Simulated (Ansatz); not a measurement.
**A low-energy model for ScF3 (Pm-3m): bands, U and J**

How strongly is the local Coulomb interaction screened in ScF3 (Pm-3m)?

Main program and level: Ansatz 0.2.0; non-magnetic LDA, then constrained RPA, plane waves, PAW.

**1. Set-up**

The structure is cubic, space group Pm-3m (No. 221). The conventional cell has a = 4.012 Å, b = 4.012 Å, c = 4.012 Å, α = 90.00°, β = 90.00°, γ = 90.00°. Sc has 6 F at 2.01 Å nearest. Nearest to F lie 2 Sc at 2.01 Å. Farther neighbours and most contacts between anions are not listed.

Structure file:

```cif
data_structure
_symmetry_space_group_name_H-M 'P 1'
_symmetry_Int_Tables_number 1
_cell_length_a 4.0125
_cell_length_b 4.0125
_cell_length_c 4.0125
_cell_angle_alpha 90.000
_cell_angle_beta 90.000
_cell_angle_gamma 90.000
_cell_volume 64.60
loop_
_atom_site_label
_atom_site_type_symbol
_atom_site_fract_x
_atom_site_fract_y
_atom_site_fract_z
_atom_site_occupancy
Sc1 Sc 0.00000 0.00000 0.00000 1
F2 F 0.50000 0.00000 0.00000 1
F3 F 0.00000 0.50000 0.00000 1
F4 F 0.00000 0.00000 0.50000 1
```

The cell and positions come from the Crystallography Open Database and are kept as given unless a step says otherwise. The program's search for lower electronic states was switched off, so nothing shows that the state found is the lowest. The default PAW set here is soft_2. Its files were made with PBE.

**2. LDA bands and orbital weights**

This step: DFT, LDA, plane waves, PAW.

input.yaml

```yaml
crystal:
  lattice:
    - [-4.01245, 0.0, 0.0]
    - [0.0, 0.0, -4.01245]
    - [0.0, -4.01245, 0.0]
  atoms:
    - { symbol: Sc, position: [0.0, 0.0, 0.0] }
    - { symbol: F, position: [0.5, 0.0, 0.0] }
    - { symbol: F, position: [0.0, 0.5, 0.0] }
    - { symbol: F, position: [0.0, 0.0, 0.5] }
kpoints:
  mp_grid: { grid: [6, 6, 6] }
  band_path:
    path:
      - [[0.0, 0.0, 0.0], [0.0, 0.5, 0.0], [0.5, 0.5, 0.0], [0.0, 0.0, 0.0], [0.5, 0.5, 0.5], [0.0, 0.5, 0.0]]
      - [[0.5, 0.5, 0.5], [0.5, 0.5, 0.0]]
    npoints: 10
hamiltonian:
  xc: lda
scf:
  occupations: { method: gaussian, width: 0.08 }
  n_extra_bands: 19
  max_iter: 150
  lower_state_search: "off"
output:
  eigenvalues: true
  forces: true
  stress: true
  fatbands: true
  write_density: true
  write_potential: true
  elf: true
  volumetric_format: npy
```

Launch:

```
ansatz run input.yaml --threads 4 --pin off --max-ram 9216MiB --backend cpu --events-out ev --progress --plain --runs-dir out
```

Numbers of over 12 decimals in the logs are rounded to 6 here.

Output:

```text
scf.n_extra_bands = 19 over 16 filled bands (N_el = 32.0): the run solves 35 bands
Engine: ansatz 0.2.0, aarch64-unknown-linux-gnu
Pseudopotentials: kind: paw
Pseudopotential: Sc, paw, valence charge 11, recommended cutoff 420 eV (normal), Sc.paw.azcp
Pseudopotential: F, paw, valence charge 7, recommended cutoff 420 eV (normal), F.paw.azcp
Functional definition: SPW92
  exchange = slater_x
  correlation = pw_c
Crystal: 4 atoms, lattice volume = 64.599 Å³
Basis set: ecut = 420 eV, 1237 PW (Γ)
Bands: 35, of which v1, the nominal top of the filled ones, is band 16 counted from 1 (15 counted from 0)
Symmetry: 48 space group operations
Space group: Pm-3m (ITA 221), of the structure as read, at distance tolerance 4.0e-5 Å
k-points: 20 of 216
Non-local potential: Sc, projectors of the file, l = 0: 3, l = 1: 2, l = 2: 3, l = 3: 1
Non-local potential: F, projectors of the file, l = 0: 2, l = 1: 2, l = 2: 1
PAW form: soft (Blöchl's): semilocal exchange-correlation on the pseudo side does not see the compensation charge
PAW frozen core: Sc, regenerated for the run's functional, and the local potential with it (the file was generated under x = pbe(κ = 0.804, μ = 0.219515), c = pbe(β = 0.066725))
PAW frozen core: F, regenerated for the run's functional, and the local potential with it (the file was generated under x = pbe(κ = 0.804, μ = 0.219515), c = pbe(β = 0.066725))
PAW one-centre angular grid: Sc, 590 points (default); XC on 64 Gauss nodes
PAW one-centre angular grid: F, 110 points (default); XC on 64 Gauss nodes
Initial density: superposition of atomic densities (neutral atoms: chi_scale 0, normalization atom), corrected by the library's trained network
Initial wavefunctions: pseudopotential atomic-orbital guess
Functional: x = slater, c = lda
SCF iter   1: F=—  HF=-4477.827597 eV  |F-HF|=—  |Δ(HF+E_count)|=         —  Δρ=1.81e-2  dr2=1.53e-1  ethr=1.77e-3  ⟨swp⟩=5.2  Hψ=3213  notcnv=0  defer=96
preconditioner: auto → Resta (q_TF=auto, 2.427 Å⁻¹)  ε∞=2.0  [insulator: Δε(μ)=5.911 eV  Ē_g=25.686 eV  σ=0.080 eV  W_gap=1.00  n_scr=18 (ndim 8)  ℏωp=25.3 eV  f_vac=0.292  D(μ)=0.00/eV (n_scr^D=0)  ε∞_Penn≈2.0]
SCF iter   2: F=—  HF=-4477.791294 eV  |F-HF|=—  |Δ(HF+E_count)|=   3.63e-2  Δρ=7.55e-3  dr2=1.75e-2  ethr=4.78e-4  ⟨swp⟩=2.1  Hψ=1144  notcnv=0  defer=239
SCF iter   3: F=—  HF=-4477.786079 eV  |F-HF|=—  |Δ(HF+E_count)|=   5.21e-3  Δρ=1.82e-3  dr2=1.14e-3  ethr=5.46e-5  ⟨swp⟩=2.0  Hψ=756  notcnv=0  defer=239
SCF iter   4: F=—  HF=-4477.785709 eV  |F-HF|=—  |Δ(HF+E_count)|=   3.71e-4  Δρ=2.95e-4  dr2=3.54e-5  ethr=3.57e-6  ⟨swp⟩=2.4  Hψ=618  notcnv=0  defer=239
SCF iter   5: F=—  HF=-4477.785706 eV  |F-HF|=—  |Δ(HF+E_count)|=   2.41e-6  Δρ=3.37e-5  dr2=5.38e-7  ethr=1.11e-7  ⟨swp⟩=1.9  Hψ=614  notcnv=0  defer=239
SCF iter   6: F=-4477.785706 eV  HF=-4477.785706 eV  |F-HF|=1.80e-8  |Δ(HF+E_count)|=   2.33e-7  Δρ=6.70e-6  dr2=3.53e-8  ethr=3.13e-10  ⟨swp⟩=13.2  Hψ=4926  notcnv=0
SCF 1 converged in 6 iterations: F = -4477.785706 eV  dr2 = 3.53e-8
  greatest PAW one-centre occupation: 0.998 electrons in one spin orbital (limit 2), on the Sc atom at site 0 (counted from 0), in its partial waves of l = 0
NSCF: frozen V_eff on 62 k-points
SCF converged after 6 iterations
Free energy (F): -4477.785706 eV
Harris-Foulkes:  -4477.785706 eV  (|F-HF|=1.80e-8)
Internal energy: -4477.785706 eV  (E = F + TS)
E sigma→0 (E₀):  -4477.785706 eV
Fermi energy:    2.495016 eV
--- Per-component energies (eV) ---
  E_band       = -397.293764
  E_kinetic    = 876.686146
  E_local      = -3371.817544  (includes V_loc(G=0)·N_el)
  E_nonlocal   = 307.373604
  E_hartree    = 1268.733936
  E_xc         = -337.561592
  E_vxc        = -432.051260  (∫ρ·V_xc dr)
  E_paw        = -1470.585130  (= ΣΔE_a)
  E_vpaw       = -314.961548  (= ΣTr[D̂ρ^β])
  E_aug_tail   = 0.006134  (compensation charges beyond the density's cutoff)
  E_ewald      = -1751.265938
  E_core_change = 0.644678  (= ΣΔE_core)
  E_smearing   = -0.000000  (= −TS)
  E_closure    = -0.000000  (closes the sum)
  Σ components = -4477.785706   (vs F -4477.785706, Δ=0.00e0)
--- Forces (eV/Å), atoms counted from 1 ---
  atom   1  Sc     0.00000000    -0.00000000    -0.00000000
  atom   2  F     -0.00000000     0.00000000    -0.00000000
  atom   3  F     -0.00000000    -0.00000000     0.00000000
  atom   4  F     -0.00000000    -0.00000000     0.00000000
  max |Σ_I F_I| component: 3.22e-29 eV/Å
--- Stress (GPa, compression-positive) ---
       -2.972080      -0.000000       0.000000
        0.000000      -2.972080       0.000000
       -0.000000       0.000000      -2.972080
  P = ⅓ Tr σ = -2.9721 GPa (-29.721 kbar)
--- Band table (eV; the first three rows and the last of 20) ---
  k-point 0: bands = [... 12 lower, -1.1987, -1.1498, -1.1498, -1.1498, 5.6016, 5.6016, 5.6016, 7.0285, ... 15 higher]
  k-point 1: bands = [... 12 lower, -1.3187, -1.2312, -1.1640, -1.1640, 5.6118, 5.8318, 5.8318, 7.3651, ... 15 higher]
  k-point 2: bands = [... 12 lower, -1.6031, -1.2928, -1.1611, -1.1611, 5.6323, 6.2895, 6.2895, 7.3904, ... 15 higher]
  k-point 19: bands = [... 12 lower, -2.9102, -0.6123, -0.6123, -0.6123, 7.2488, 7.2488, 7.2488, 10.1821, ... 15 higher]
```

Wall time 1.9 s (4 threads of Arm Neoverse V2, shared host); peak memory 0.34 GiB.

The column dr2 measures how far the density is from self-consistency, as an energy; F and HF (Harris–Foulkes) agree once it is small.

Numbers from this step:

```
pressure             : -2.972 GPa
filled bands         : 16
gap                  : 6.214 eV
valence top at       : k = (0.500, 0.500, 0.450)
conduction bottom at : Γ
least direct gap     : 6.751 eV
```

The gap is indirect, with the least direct gap 0.54 eV higher.

The electronic bands at the labelled points (eV, zero at the Fermi level):

```csv
point,band 13,band 14,band 15,band 16,band 17,band 18,band 19,band 20
Γ,-3.69,-3.64,-3.64,-3.64,3.11,3.11,3.11,4.53
halfway,-3.95,-3.76,-3.66,-3.66,3.13,3.57,3.57,4.89
X,-4.28,-3.82,-3.65,-3.65,3.15,4.02,4.02,4.90
halfway,-4.09,-3.93,-3.91,-3.36,3.60,4.04,4.36,5.36
M,-4.26,-4.07,-4.07,-3.11,4.06,4.06,4.71,5.56
halfway,-3.96,-3.92,-3.88,-3.47,3.57,3.60,3.95,5.24
Γ,-3.69,-3.64,-3.64,-3.64,3.11,3.11,3.11,4.53
halfway,-4.66,-3.54,-3.54,-3.41,3.94,3.98,3.98,6.28
R,-5.41,-3.11,-3.11,-3.11,4.75,4.75,4.75,7.69
halfway,-4.68,-3.49,-3.45,-3.31,3.99,4.36,4.39,6.29
X,-4.28,-3.82,-3.65,-3.65,3.15,4.02,4.02,4.90
jump to R,-5.41,-3.11,-3.11,-3.11,4.75,4.75,4.75,7.69
halfway,-5.04,-3.38,-3.38,-3.11,4.39,4.39,4.73,6.66
M,-4.26,-4.07,-4.07,-3.11,4.06,4.06,4.71,5.56
```

Of the projections kept (Sc 3d, F 2p), the largest for each band there; the rest of the weight can lie on other orbitals:

```csv
point,band 13,band 14,band 15,band 16,band 17,band 18,band 19,band 20
Γ,F 2p 1.00,F 2p 0.99,F 2p 0.99,F 2p 0.99,Sc 3d 1.00,Sc 3d 1.00,Sc 3d 1.00,-
X,F 2p 0.89,F 2p 1.00,F 2p 0.99,F 2p 0.99,Sc 3d 1.00,Sc 3d 0.89,Sc 3d 0.89,Sc 3d 0.86
M,F 2p 0.90,F 2p 0.99,F 2p 0.99,F 2p 1.00,Sc 3d 0.89,Sc 3d 0.89,Sc 3d 0.76,Sc 3d 0.82
Γ,F 2p 1.00,F 2p 0.99,F 2p 0.99,F 2p 0.99,Sc 3d 1.00,Sc 3d 1.00,Sc 3d 1.00,-
R,F 2p 0.82,F 2p 1.00,F 2p 1.00,F 2p 1.00,Sc 3d 0.78,Sc 3d 0.78,Sc 3d 0.78,Sc 3d 0.75
X,F 2p 0.89,F 2p 1.00,F 2p 0.99,F 2p 0.99,Sc 3d 1.00,Sc 3d 0.89,Sc 3d 0.89,Sc 3d 0.86
```

ELF in the ac plane at fractional y = 0.000, with atoms of Sc and F within 0.2 Å of it. It is the smooth field of the valence electrons, not physical close to the nuclei.

Ten even steps from '_' (0.00) to '@' (0.80), each cell a mean:
```
==##%%::++@@%%##@@@@--==@@**
%%@@++..==@@@@@@@@%%::::%%@@
==--..__::++%%%%##++____::==
--::..____::==++--..____::--
@@@@##--______..____..++%%@@
%%@@@@**..__________--##@@@@
++%%@@%%--________..++%%@@##
##@@@@##::__________==%%@@%%
@@@@%%==____________::++@@@@
++++--..____::--..____::==++
--::____..==##%%**--____..::
%%##==__--%%@@@@@@##....++%%
++%%##::++@@@@%%@@@@::--@@##
..++%%--++@@##++%%@@--==%%==
```
Columns run along a (4.0 Å), rows up along c (4.0 Å). Atoms in or near the plane, at fractional coordinates: Sc at (0.00, 0.00), F at (0.50, 0.00), F at (0.00, 0.50).

Valence density in the ac plane at fractional y = 0.000, with atoms of Sc and F within 0.2 Å of it. It is the smooth field of the valence electrons, not physical close to the nuclei.

Ten even steps from '0' (0 e/Å³) to '9' (13 e/Å³), each cell a mean:
```
54100157410024
32000022100012
00000000000000
00000000000000
11000000000001
53000000000014
96100000000027
74100000000025
21000000000001
00000000000000
00000000000000
21000011000001
43100146310024
54200279510035
```
Columns run along a (4.0 Å), rows up along c (4.0 Å). Atoms in or near the plane, at fractional coordinates: Sc at (0.00, 0.00), F at (0.50, 0.00), F at (0.00, 0.50).

**3. Constrained RPA: Sc t2g, bands c1 to c3, 4×4×4 mesh, medium accuracy**

Constrained RPA screens the interaction with every transition except those inside the target bands, which a later many-body model would treat itself.

This step: constrained RPA on LDA, plane waves, PAW.

input.yaml, the sections that differ from step 2:

```yaml
kpoints:
  mp_grid: { grid: [6, 6, 6] }
output:
  crpa:
    kmesh: [4, 4, 4]
    target_bands: [c1, c3]
    projections: [{ species: Sc, l: d, shell: 3, orbitals: [dxz, dyz, dxy] }]
  local_orbitals:
    kmesh: [8, 8, 8]
    orbitals: [{ species: Sc, l: d, shell: 3, orbitals: [dxz, dyz, dxy] }]
    window: { bands: [c1, c3] }
    seedname: lo
# crystal, hamiltonian, scf: as in step 2
```

Output:

```text
[...]
Crystal: 4 atoms, lattice volume = 64.599 Å³
Basis set: ecut = 420 eV, 1237 PW (Γ)
Bands: 35, of which v1, the nominal top of the filled ones, is band 16 counted from 1 (15 counted from 0)
Symmetry: 48 space group operations
[...]
k-points: 20 of 216
[...]
SCF iter   1: F=—  HF=-4477.827598 eV  |F-HF|=—  |Δ(HF+E_count)|=         —  Δρ=1.81e-2  dr2=1.53e-1  ethr=1.77e-3  ⟨swp⟩=5.2  Hψ=3213  notcnv=0  defer=96
[...]
SCF iter   6: F=-4477.785706 eV  HF=-4477.785706 eV  |F-HF|=1.91e-8  |Δ(HF+E_count)|=   2.33e-7  Δρ=6.62e-6  dr2=3.45e-8  ethr=3.13e-10  ⟨swp⟩=8.2  Hψ=3471  notcnv=0
SCF 1 converged in 6 iterations: F = -4477.785706 eV  dr2 = 3.45e-8
[...]
NSCF: frozen V_eff on 38 k-points
[...]
cRPA screening: q 1/64
cRPA screening: q 2/64
cRPA screening: q 8/64 (q-point 3)
cRPA screening: q 11/64 (q-point 6)
cRPA screening: q 23/64 (q-point 7)
cRPA screening: q 35/64 (q-point 11)
cRPA screening: q 38/64 (q-point 22)
cRPA screening: q 46/64 (q-point 23)
cRPA screening: q 58/64 (q-point 27)
cRPA screening: q 64/64 (q-point 43)
SCF converged after 6 iterations
Free energy (F): -4477.785706 eV
[...]
Internal energy: -4477.785706 eV  (E = F + TS)
E sigma→0 (E₀):  -4477.785706 eV
Fermi energy:    2.495016 eV
[...]
--- Band table (eV; the first three rows and the last of 20) ---
  k-point 0: bands = [... 12 lower, -1.1987, -1.1498, -1.1498, -1.1498, 5.6016, 5.6016, 5.6016, 7.0285, ... 15 higher]
  k-point 1: bands = [... 12 lower, -1.3187, -1.2312, -1.1640, -1.1640, 5.6118, 5.8318, 5.8318, 7.3651, ... 15 higher]
  k-point 2: bands = [... 12 lower, -1.6031, -1.2928, -1.1611, -1.1611, 5.6323, 6.2895, 6.2895, 7.3904, ... 15 higher]
  k-point 19: bands = [... 12 lower, -2.9102, -0.6123, -0.6123, -0.6123, 7.2488, 7.2488, 7.2488, 10.1821, ... 15 higher]
--- cRPA (band scheme, projected local orbitals): target bands 17..19 (1-based), 3 Wannier function(s), 4×4×4 mesh, 38 bands' worth read of 43 solved, ecut_chi 136.0 eV, v(q+G=0) probe_charge, pair densities all_electron ---
  bands read: the sum over 38 bands ends inside a degenerate multiplet in 3 slots, whose members it reads at an even weight; the widest, k=2: bands 38 to 39 (counted from 1) at 1/2 each
  χ-basis size per q: N_G = 208..251
  window electrons = 0.0000, filled by tetrahedron_uncorrected; constrained ε̄⁻¹(q = 0, 0) head = 0.451387; min gauge Gram eig = 0.7603
  Kanamori averages over each shell's own Wannier functions (sites counted from 0, functions from 1):
    Site 0, 3D, 3 of 5 d orbitals (Wannier functions 1, 2, 3; wannier90's mr 2, 3, 5):
      screened: U = 7.0698 eV, U' = 6.1292 eV, J = 0.4668 eV
      screened, to within: U = 9.3e-3 eV, U' = 9.3e-3 eV, J = 6.3e-4 eV
      bare: V = 15.9463 eV, V' = 14.7484 eV, J = 0.5907 eV
  Hermiticity witness max|P − P†| over intra, direct and exchange elements: 7.11e-15 eV (screened), 3.02e-23 eV (bare)
  Reality witness max|Im| over intra, direct and exchange elements: 1.21e-19 eV (screened), 2.49e-19 eV (bare)
```

It took 16 s on 4 threads; peak memory 0.46 GiB; 57 s of CPU time.

This step gave:

| Property | Result |
| --- | --- |
| U | 7.070 eV |
| U prime (inter-orbital) | 6.129 eV |
| J | 0.4668 eV |
| bare V | 15.95 eV |
| bare J | 0.5907 eV |
| stated bound on U | 0.009252 eV |
| U over bare V | 0.4434 |
| electrons in the window | 0 |
| head of the constrained inverse dielectric matrix | 0.4514 |
| least eigenvalue of the projection's overlap | 0.7603 |
| target functions | 3 |
| bands in the sums | 38 |
| r.m.s. miss of the model bands | 3.59e-5 eV |
| width of the target bands | 1.647 eV |
| weight of the projected orbitals in the window | 0.8840 |

On the Sc t2g shell, screening brings the on-site interaction from 15.9 eV down to U = 7.07 eV.

Kanamori averages over each shell's functions. Crpa shells, by row:

```csv
site,element,shell,orbitals,U (eV),U' (eV),J (eV),bare V (eV),bare V' (eV),bare J (eV),bound on U (eV)
1,Sc,3D,3,7.07,6.129,0.4668,15.95,14.75,0.5907,0.009252
```

Density-density elements U_iijj, eV. U matrix, by row:

```csv
orbital,Sc1 dxz,Sc1 dyz,Sc1 dxy
Sc1 dxz,7.07,6.129,6.129
Sc1 dyz,6.129,7.07,6.129
Sc1 dxy,6.129,6.129,7.07
```

Exchange elements U_ijji, eV. J matrix, by row:

```csv
orbital,Sc1 dxz,Sc1 dyz,Sc1 dxy
Sc1 dxz,-,0.467,0.467
Sc1 dyz,0.467,-,0.467
Sc1 dxy,0.467,0.467,-
```

Projected local orbitals of the target window. Electronic bands along the path, in eV, zero at the Fermi level; # counts the bands kept:

```csv
point,#1,#2,#3
Γ,3.11,3.11,3.11
halfway,3.13,3.57,3.57
X,3.15,4.02,4.02
halfway,3.60,4.04,4.36
M,4.06,4.06,4.71
halfway,3.57,3.60,3.95
Γ,3.11,3.11,3.11
halfway,3.94,3.98,3.98
R,4.75,4.75,4.75
halfway,3.99,4.36,4.39
X,3.15,4.02,4.02
jump to R,4.75,4.75,4.75
halfway,4.39,4.39,4.73
M,4.06,4.06,4.71
```

The same for Kohn-Sham, solved directly:

```csv
point,#1,#2,#3
Γ,3.11,3.11,3.11
X,3.15,4.02,4.02
M,4.06,4.06,4.71
Γ,3.11,3.11,3.11
R,4.75,4.75,4.75
X,3.15,4.02,4.02
R,4.75,4.75,4.75
M,4.06,4.06,4.71
```

The first set of electronic bands as a text plot (rows in eV, shown from 3.1 to 3.1 only):

```
    3.1 |
    3.1 |
    3.1 |
    3.1 |
    3.1 |
    3.1 |
    3.1 |
    3.1 |
    3.1 |
    3.1 |
    3.1 |
    3.1 |
    3.1 |
    3.1 |
    3.1 |
    3.1 |
    3.1 |
    3.1 |
    3.1 |
    3.1 |
    3.1 |
    3.1 |
    3.1 |
    3.1 |
         Γ      X      M          Γ            R        X|R     M
```

Onsite levels, by row:

```csv
orbital,level less Fermi level (eV)
Sc1 dxz,3.978
Sc1 dyz,3.978
Sc1 dxy,3.978
```

Largest distinct elements between sites. Hoppings, by row:

```csv
from,to,cell,distance (Å),t (eV)
Sc1 dyz,Sc1 dyz,0 1 0,4.012,-0.1989
Sc1 dxz,Sc1 dxz,1 -1 0,5.674,-0.0141
Sc1 dyz,Sc1 dyz,1 0 0,4.012,-0.0095
Sc1 dyz,Sc1 dxy,1 -1 0,5.674,-0.0038
Sc1 dxy,Sc1 dxy,-2 0 0,8.025,0.0021
Sc1 dxy,Sc1 dxy,-2 0 -1,8.972,-7.00e-4
Sc1 dyz,Sc1 dyz,0 -2 2,11.35,-3.00e-4
Sc1 dxz,Sc1 dxz,-1 -1 -1,6.95,-2.00e-4
Sc1 dyz,Sc1 dyz,1 2 0,8.972,-1.00e-4
Sc1 dyz,Sc1 dxy,-1 -1 2,9.828,-1.00e-4
Sc1 dxy,Sc1 dxy,0 2 0,8.025,1.00e-4
Sc1 dyz,Sc1 dyz,-1 1 0,5.674,1.00e-4
```

[end of part 1 of 2]

[Paths, hosts, dates, memory and timing lines, banners, echoed tables and standing remarks are left out of the program output.]

[Logs are printed without paths, hosts, clocks, repeated set-up lines and the standing remarks that a program may print on its own settings, such as how far it seeks lower states.]

[Runs of the session that timed out or met a known fault of the program may be left out.]

[Hosts, paths, dates, database ids (printed as entryN), source tags and the programs' standing remarks are cut or masked in the printed files.]
